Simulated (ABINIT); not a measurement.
## A GW run on CsGeCl3 (R3m) in ABINIT, with inputs changed

Aim: change inputs of a GW run on CsGeCl3 (R3m) and see what moves.

Method: LDA and many-body steps on it, plane waves, in ABINIT 10.8.3.

## (1) Set-up

The structure is trigonal, space group R3m (No. 160). Conventional cell: a = 7.694 Å, b = 7.694 Å, c = 9.535 Å, α = 90.00°, β = 90.00°, γ = 120.00°. Cs has 12 Cl at 3.86 to 3.90 Å nearest. Nearest to Ge lie 3 Cl at 2.37 Å. Cl has 2 Ge at 2.37 to 3.10 Å and 4 Cs at 3.86 to 3.90 Å nearest. Farther neighbours and most contacts between anions are not listed.

Structure file:

```cif
data_structure
_symmetry_space_group_name_H-M 'R3m:H'
_symmetry_Int_Tables_number 160
_cell_length_a 7.6936
_cell_length_b 7.6936
_cell_length_c 9.5349
_cell_angle_alpha 90.000
_cell_angle_beta 90.000
_cell_angle_gamma 120.000
_cell_volume 488.78
loop_
_atom_site_label
_atom_site_type_symbol
_atom_site_symmetry_multiplicity
_atom_site_Wyckoff_symbol
_atom_site_fract_x
_atom_site_fract_y
_atom_site_fract_z
_atom_site_occupancy
Cs1 Cs 3 a 0.33333 0.66667 0.66507 1
Ge1 Ge 3 a 0.33333 0.66667 0.18220 1
Cl1 Cl 9 b 0.18269 0.36538 0.31402 1
```

The cell and positions are those that the Materials Project relaxed with its own functionals (PBE, PBE+U or r2SCAN), kept fixed. Spin-orbit coupling is left out unless a step names it.

## (2) Screening, 2×2×2 mesh, 252 bands, screening to 152.4 eV

This step: ABINIT 10.8.3; RPA screening on LDA, plane waves, norm-conserving pseudopotentials.

The RPA dielectric matrix is built and inverted for each q.

run.abi

```
acell 3*1.0 Angstrom
rprim 
  3.846816390705 2.220960478697 3.178300533600
  -3.846816390705 2.220960478697 3.178300533600
  -0.000000000000 -4.441920957394 3.178300533600
ntypat 3
znucl 55 32 17
natom 5
typat 1 2 3 3 3
xred 
  0.998403350000 0.998403350000 0.998403350000
  0.515533150000 0.515533150000 0.515533150000
  0.496712670000 0.496712670000 0.948638170000
  0.496712670000 0.948638170000 0.496712670000
  0.948638170000 0.496712670000 0.496712670000
pp_dirpath "pseudos"
pseudos "Cs.upf, Ge.upf, Cl.upf"
ecut 56
ngkpt 2 2 2
nshiftk 1
shiftk 0 0 0
kptopt 1
chksymbreak 0
istwfk *1
occopt 1
irdwfk 1
optdriver 3
nband 252
ecuteps 5.6
inclvkb 2
awtr 1
symchi 1
indata_prefix "in"
outdata_prefix "out"
tmpdata_prefix "tmp"
```

On the command line:

```sh
$ OMP_NUM_THREADS=1 mpirun -n 4 abinit run.abi > log
```

What it wrote:

```text
.Version 10.8.3 of ABINIT. v10.8.2 released Aug 2026.

 Symmetries : space group R3 m (#160); Bravais hR (rhombohedral)
[... echo of the input left out ...]
== DATASET  1 ==================================================================
-   mpi_nproc: 4, omp_nthreads: 1 (-1 if OMP is not activated)

--- !DatasetInfo
iteration_state: {dtset: 1, }
dimensions: {natom: 5, nkpt: 4, mband: 252, nsppol: 1, nspinor: 1, nspden: 1, mpw: 22041, }
cutoff_energies: {ecut:  56.0, pawecutdg:  -1.0, }
electrons: {nelect:   5.20000000E+01, charge:   0.00000000E+00, occopt:   1.00000000E+00, tsmear:   1.00000000E-02, }

 SCREENING: Calculation of the susceptibility and dielectric matrices

 Based on a program developped by R.W. Godby, V. Olevano, G. Onida, and L. Reining.
 Incorporated in ABINIT by V. Olevano, G.-M. Rignanese, and M. Torrent.
.Using double precision arithmetic ; gwpc =  8

[... cell and pseudopotentials left out ...]
--------------------------------------------------------------------------------

 ==== K-mesh for the wavefunctions ====
 Number of points in the irreducible wedge :     4
[... list of points left out ...]
 Together with  6 symmetry operations and time-reversal symmetry
 yields     8 points in the full Brillouin Zone.

 ==== Q-mesh for the screening function ====
 Number of points in the irreducible wedge :     4
[... list of points left out ...]
 Together with  6 symmetry operations and time-reversal symmetry
 yields     8 points in the full Brillouin Zone.

 setmesh: FFT mesh size selected  =    45x   45x   45
          total number of points  =        91125

 vcoul_init : cutoff-mode = AUXILIARY_FUNCTION
 q-points for optical limit:   1
     1)      0.000010    0.000020    0.000030

- screening: taking advantage of time-reversal symmetry
- Maximum band index for partially occupied states nbvw = 26
- Remaining bands to be divided among processors   nbcw = 226
- Number of bands treated by each node ~56

 Number of electrons calculated from density =   52.0000; Expected =   52.0000
 average of density, n =  0.047295
 r_s =    1.7154
 omega_plasma =   20.9780 [eV]

 calculating chi0 at frequencies [eV] :
  1    0.000000E+00    0.000000E+00
  2    0.000000E+00    2.097803E+01

--------------------------------------------------------------------------------
  q-point number  1        q = ( 0.000000, 0.000000, 0.000000) [r.l.u.]
--------------------------------------------------------------------------------
[... chi0 elements left out ...]
 For q-point:  0.000010 0.000020 0.000030
  dielectric constant =   5.9621
  dielectric constant without local fields =   7.2337

  Average fulfillment of the sum rule on Im[epsilon] for q-point    1 :     57.76  [%]
[... wings left out ...]
  q-point number  2        q = ( 0.500000, 0.000000, 0.000000) [r.l.u.]
--------------------------------------------------------------------------------
[... chi0 elements left out ...]
  Average fulfillment of the sum rule on Im[epsilon] for q-point    2 :     60.86  [%]

 [... 2 further q-points ...]
```

Elapsed: 3.3 min, on 4 MPI ranks of Intel Xeon Platinum 8375C at 2.90GHz (Ice Lake), shared host; peak memory 3.5 GiB.

Numbers from this step:

- ε∞ with local fields, on this mesh, along the program's q direction: 5.962
- the same without local fields: 7.234
- plasma frequency: 20.98 eV
- plane waves in the screening matrix: 739

Local fields lower ε∞ by 18 %. On a Γ-centred mesh this coarse the value itself is usually too large, while a short band sum pulls it down.

## (3) Base

The self-energy is evaluated for the states that the input lists, and the levels follow from it, in one-shot runs by the linearised quasiparticle equation.

This step: G0W0 on LDA, plane waves, norm-conserving pseudopotentials.

run.abi, as its differences from that of step 2:

```diff
@@ -26,8 +26,17 @@
 irdwfk 1
-optdriver 3
+optdriver 4
 nband 252
+gwcalctyp 0
+ecutsigx 56
+symsigma 1
+nkptgw 2
+kptgw 
+  0.5000000000 0.5000000000 0.5000000000
+  0.0000000000 0.0000000000 0.0000000000
+bdgw 
+  25 28
+  24 29
 ecuteps 5.6
-inclvkb 2
-awtr 1
-symchi 1
+irdscr 1
+ppmodel 1
 indata_prefix "in"
```

What it wrote:

```text
.Version 10.8.3 of ABINIT. v10.8.2 released Aug 2026.

 Symmetries : space group R3 m (#160); Bravais hR (rhombohedral)
[... echo of the input left out ...]
== DATASET  1 ==================================================================
-   mpi_nproc: 4, omp_nthreads: 1 (-1 if OMP is not activated)

--- !DatasetInfo
iteration_state: {dtset: 1, }
dimensions: {natom: 5, nkpt: 4, mband: 252, nsppol: 1, nspinor: 1, nspden: 1, mpw: 22041, }
cutoff_energies: {ecut:  56.0, pawecutdg:  -1.0, }
electrons: {nelect:   5.20000000E+01, charge:   0.00000000E+00, occopt:   1.00000000E+00, tsmear:   1.00000000E-02, }

 SIGMA: Calculation of the GW corrections

 Based on a program developped by R.W. Godby, V. Olevano, G. Onida, and L. Reining.
 Incorporated in ABINIT by V. Olevano, G.-M. Rignanese, and M. Torrent.
.Using double precision arithmetic ; gwpc =  8

[... cell and pseudopotentials left out ...]
--------------------------------------------------------------------------------

 ==== K-mesh for the wavefunctions ====
 Number of points in the irreducible wedge :     4
[... list of points left out ...]
 Together with  6 symmetry operations and time-reversal symmetry
 yields     8 points in the full Brillouin Zone.

 ==== Q-mesh for screening function ====
 Number of points in the irreducible wedge :     4
[... list of points left out ...]
 Together with  6 symmetry operations and time-reversal symmetry
 yields     8 points in the full Brillouin Zone.

 vcoul_init : cutoff-mode = AUXILIARY_FUNCTION
 q-points for optical limit:   1
     1)      0.000010    0.000020    0.000030
 setmesh: FFT mesh size selected  =    72x   72x   72
          total number of points  =       373248

 Number of electrons calculated from density =   52.0000; Expected =   52.0000
 average of density, n =  0.047295
 r_s =    1.7154
 omega_plasma =   20.9780 [eV]

 === KS Band Gaps ===
  >>>> For spin  1
   Minimum direct gap =   1.9771 [eV], located at k-point      :   0.5000  0.5000  0.5000
   Fundamental gap    =   1.9771 [eV], Top of valence bands at :   0.5000  0.5000  0.5000
                                       Bottom of conduction at :   0.5000  0.5000  0.5000
 SIGMA fundamental parameters:
 PLASMON POLE MODEL  1
 number of plane-waves for SigmaX                22041
 number of plane-waves for SigmaC and W            739
 number of plane-waves for wavefunctions         22041
 number of bands                                   252
 number of independent spin polarizations            1
 number of spinorial components                      1
 number of k-points in IBZ                           4
 number of q-points in IBZ                           4
 number of symmetry operations                       6
 number of k-points in BZ                            8
 number of q-points in BZ                            8
 number of frequencies for dSigma/dE                 9
 frequency step for dSigma/dE [eV]                0.25
 number of omega for Sigma on real axis              0
 max omega for Sigma on real axis  [eV]           0.00
 zcut for avoiding poles [eV]                     0.10

 EPSILON^-1 parameters (SCR file):
 dimension of the eps^-1 matrix on file            739
 dimension of the eps^-1 matrix used               739
 number of plane-waves for wavefunctions         22041
 number of bands                                   252
 number of q-points in IBZ                           4
 number of frequencies                               2
 number of real frequencies                          1
 number of imag frequencies                          1

 matrix elements of self-energy operator (all in [eV])

 Perturbative Calculation

--- !SelfEnergy_ee
iteration_state: {dtset: 1, }
kpoint     : [   0.500,    0.500,    0.500, ]
spin       : 1
KS_gap     :    1.977
QP_gap     :    3.652
Delta_QP_KS:    1.675
data: !SigmaeeData |
     Band     E0 <VxcDFT>   SigX SigC(E0)      Z dSigC/dE  Sig(E)    E-E0       E
       25  -0.190 -14.219 -18.514   2.820   0.770  -0.299 -15.354  -1.136  -1.326
       26   1.959 -14.764 -16.833   1.329   0.786  -0.272 -15.345  -0.581   1.377
       27   3.936 -11.282  -6.604  -3.323   0.807  -0.239 -10.188   1.094   5.029
       28   3.936 -11.282  -6.604  -3.323   0.807  -0.239 -10.188   1.094   5.029

--- !SelfEnergy_ee
iteration_state: {dtset: 1, }
kpoint     : [   0.000,    0.000,    0.000, ]
spin       : 1
KS_gap     :    5.520
QP_gap     :    7.306
Delta_QP_KS:    1.786
data: !SigmaeeData |
     Band     E0 <VxcDFT>   SigX SigC(E0)      Z dSigC/dE  Sig(E)    E-E0       E
       24  -0.526 -14.055 -18.275   2.783   0.771  -0.298 -15.163  -1.108  -1.634
       25  -0.526 -14.055 -18.275   2.783   0.771  -0.298 -15.163  -1.108  -1.634
       26  -0.340 -13.977 -17.781   2.492   0.772  -0.295 -14.990  -1.014  -1.354
       27   5.180  -7.348  -3.022  -3.405   0.838  -0.193  -6.576   0.772   5.952
       28   6.059  -7.267  -2.987  -3.300   0.840  -0.190  -6.444   0.823   6.882
       29   6.059  -7.267  -2.987  -3.300   0.840  -0.190  -6.444   0.823   6.882

== END DATASET(S) ==============================================================
================================================================================

 -outvars: echo values of variables after computation  --------
           etotal      0.0000000000E+00
            nband         252
             nkpt           4
          spgroup         160
 [... the other variables as echoed above ...]

 Calculation completed.
```

Run time: 73 s. Hardware: 4 MPI ranks; peak memory 2.9 GiB.

Numbers from this step:

```yaml
g0w0_gap_on_the_points_computed: 3.652 eV
starting_gap_on_the_mesh: 1.977 eV
k_of_the_valence_top: 0.5, 0.5, 0.5
k_of_the_conduction_bottom: 0.5, 0.5, 0.5
z_at_the_valence_top: 0.786
z_at_the_conduction_bottom: 0.807
least_direct_g0w0_gap_on_the_computed_points: 3.652 eV
```

The gap on the mesh goes from 1.98 eV to 3.65 eV, a correction of +1.67 eV.

## (4) Coulomb singularity

run.abi, as its differences from that of step 3:

```diff
@@ -41,2 +41,3 @@
 ppmodel 1
+gw_icutcoul 7
 indata_prefix "in"
```

What it wrote:

```text
.Version 10.8.3 of ABINIT. v10.8.2 released Aug 2026.

 Symmetries : space group R3 m (#160); Bravais hR (rhombohedral)
[... echo of the input left out ...]
== DATASET  1 ==================================================================
-   mpi_nproc: 4, omp_nthreads: 1 (-1 if OMP is not activated)

--- !DatasetInfo
iteration_state: {dtset: 1, }
dimensions: {natom: 5, nkpt: 4, mband: 252, nsppol: 1, nspinor: 1, nspden: 1, mpw: 22041, }
cutoff_energies: {ecut:  56.0, pawecutdg:  -1.0, }
electrons: {nelect:   5.20000000E+01, charge:   0.00000000E+00, occopt:   1.00000000E+00, tsmear:   1.00000000E-02, }

 SIGMA: Calculation of the GW corrections

 Based on a program developped by R.W. Godby, V. Olevano, G. Onida, and L. Reining.
 Incorporated in ABINIT by V. Olevano, G.-M. Rignanese, and M. Torrent.
.Using double precision arithmetic ; gwpc =  8

[... cell and pseudopotentials left out ...]
--------------------------------------------------------------------------------

 ==== K-mesh for the wavefunctions ====
 Number of points in the irreducible wedge :     4
[... list of points left out ...]
 Together with  6 symmetry operations and time-reversal symmetry
 yields     8 points in the full Brillouin Zone.

 ==== Q-mesh for screening function ====
 Number of points in the irreducible wedge :     4
[... list of points left out ...]
 Together with  6 symmetry operations and time-reversal symmetry
 yields     8 points in the full Brillouin Zone.

 vcoul_init : cutoff-mode = AUX_GB
 q-points for optical limit:   1
     1)      0.000010    0.000020    0.000030
 setmesh: FFT mesh size selected  =    72x   72x   72
          total number of points  =       373248

 Number of electrons calculated from density =   52.0000; Expected =   52.0000
 average of density, n =  0.047295
[...]
number of omega for Sigma on real axis              0
 max omega for Sigma on real axis  [eV]           0.00
 zcut for avoiding poles [eV]                     0.10

 EPSILON^-1 parameters (SCR file):
 dimension of the eps^-1 matrix on file            739
 dimension of the eps^-1 matrix used               739
 number of plane-waves for wavefunctions         22041
 number of bands                                   252
 number of q-points in IBZ                           4
 number of frequencies                               2
 number of real frequencies                          1
 number of imag frequencies                          1

 matrix elements of self-energy operator (all in [eV])

 Perturbative Calculation

--- !SelfEnergy_ee
iteration_state: {dtset: 1, }
kpoint     : [   0.500,    0.500,    0.500, ]
spin       : 1
KS_gap     :    1.977
QP_gap     :    3.676
Delta_QP_KS:    1.698
data: !SigmaeeData |
     Band     E0 <VxcDFT>   SigX SigC(E0)      Z dSigC/dE  Sig(E)    E-E0       E
       25  -0.190 -14.219 -18.786   2.933   0.766  -0.306 -15.470  -1.251  -1.441
       26   1.959 -14.764 -17.104   1.442   0.781  -0.280 -15.465  -0.702   1.257
       27   3.936 -11.282  -6.604  -3.436   0.802  -0.246 -10.285   0.997   4.932
[...]
--- !SelfEnergy_ee
iteration_state: {dtset: 1, }
kpoint     : [   0.000,    0.000,    0.000, ]
spin       : 1
KS_gap     :    5.520
QP_gap     :    7.323
Delta_QP_KS:    1.803
data: !SigmaeeData |
     Band     E0 <VxcDFT>   SigX SigC(E0)      Z dSigC/dE  Sig(E)    E-E0       E
[...]
28   6.059  -7.267  -2.987  -3.413   0.835  -0.198  -6.543   0.724   6.783
       29   6.059  -7.267  -2.987  -3.413   0.835  -0.198  -6.543   0.724   6.783

== END DATASET(S) ==============================================================
================================================================================

 -outvars: echo values of variables after computation  --------
           etotal      0.0000000000E+00
            nband         252
             nkpt           4
          spgroup         160
 [... the other variables as echoed above ...]

 Calculation completed.
```

Elapsed: 69 s, on 4 MPI ranks; peak memory 2.9 GiB; 4.6 min of CPU time.

This step gave:

```
G0W0 gap on the points computed              : 3.675 eV
starting gap on the mesh                     : 1.977 eV
k of the valence top                         : 0.5, 0.5, 0.5
k of the conduction bottom                   : 0.5, 0.5, 0.5
Z at the valence top                         : 0.781
Z at the conduction bottom                   : 0.802
least direct G0W0 gap on the computed points : 3.675 eV
```

Against G0W0 in ABINIT (2×2×2 mesh, 252 bands, screening to 152.4 eV, Godby-Needs plasmon pole), the gap moves by +0.023 eV.

## (5) The runs together

Times are wall times on 4 MPI ranks of Intel Xeon Platinum 8375C at 2.90GHz (Ice Lake), shared host, good to a factor of about two. A run's time includes the screening step that it read.

```csv
run,mesh,bands,screening cutoff (eV),DFT gap (eV),gap on the mesh (eV),direct (eV),ε∞ used,time
base,2×2×2,252,152.4,1.977,3.652,3.652,5.96,4.6 min
Coulomb singularity,2×2×2,252,152.4,1.977,3.675,3.675,5.96,4.5 min
```

## (6) Results

| Quantity | Value |
| --- | --- |
| base | 3.652 eV |
| Coulomb singularity | 3.675 eV |
| known limits | not at the basis limit; no spin-orbit coupling; coarse k mesh |

**Reading.** Coulomb singularity: +0.023 eV against base (keys changed: gw_icutcoul). Bands and cutoff are finite, so the gap is not at the basis limit. The miss can reach some tenths of an eV and take either sign; the mesh is an error of its own. In the G0W0 runs levels were corrected at 2 k points alone, so a gap called «on the mesh» is the least over those, and an edge elsewhere would be missed. The 2×2×2 mesh is coarse for this cell, which bears on the long-range parts of exchange and screening. The many-body steps are scalar-relativistic: spin-orbit coupling is not in them.

[Paths, hosts, dates, memory and timing lines, banners, echoed tables and standing remarks are left out of the program output.]

[Logs are printed without paths, hosts, clocks, repeated set-up lines and the standing remarks that a program may print on its own settings, such as how far it seeks lower states.]

[Runs of the session that timed out or met a known fault of the program may be left out.]

[Hosts, paths, dates, database ids (printed as entryN), source tags and the programs' standing remarks are cut or masked in the printed files.]

[G0W0 gaps are taken among the corrected bands and points alone; a level outside them can change the order at an edge.]

[Where Ansatz stands beside ABINIT at settings called matched, ABINIT's density can come from a denser mesh and the files from another edition; pairs whose starting gaps differed by over 0.03 eV were left out, so agreement reads better than it is.]
